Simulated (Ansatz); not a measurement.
Rows from a G0W0 calculation on SrTiO3 (Tausonite) (Ansatz 0.2.0; G0W0 on PBE, plane waves, PAW; 4×4×4 mesh, 177 empty bands, screening to 120 eV, plasmon pole), in eV. Spin-orbit coupling is left out.

```
row      Σx     Σc     Vxc     Z
  A  -12.62  -6.38  -20.30  0.78
  B  -26.39   4.66  -21.51  0.77
  C  -14.51  -7.69  -23.80  0.73
  D  -26.08   4.84  -21.01  0.76
```

**Question.** Which rows are filled states and which are empty ones, and how can one tell?

Filled: B and D. Empty: A and C. The sign of Σc tells: for a filled state bare exchange, which holds its interaction with itself, lies below Vxc (Σx − Vxc is -4.9 eV or lower here) and screening gives part back as a positive Σc. For an empty state Σx lies above Vxc (+7.7 eV or more) and the Coulomb hole leaves Σc negative.

[Paths, hosts, dates, memory and timing lines, banners, echoed tables and standing remarks are left out of the program output.]

[Logs are printed without paths, hosts, clocks, repeated set-up lines and the standing remarks that a program may print on its own settings, such as how far it seeks lower states.]

[Runs of the session that timed out or met a known fault of the program may be left out.]

[Cells called generated may have been cut or substituted from an entry of the Crystallography Open Database or the Materials Project.]

[Hosts, paths, dates, database ids (printed as entryN), source tags and the programs' standing remarks are cut or masked in the printed files.]
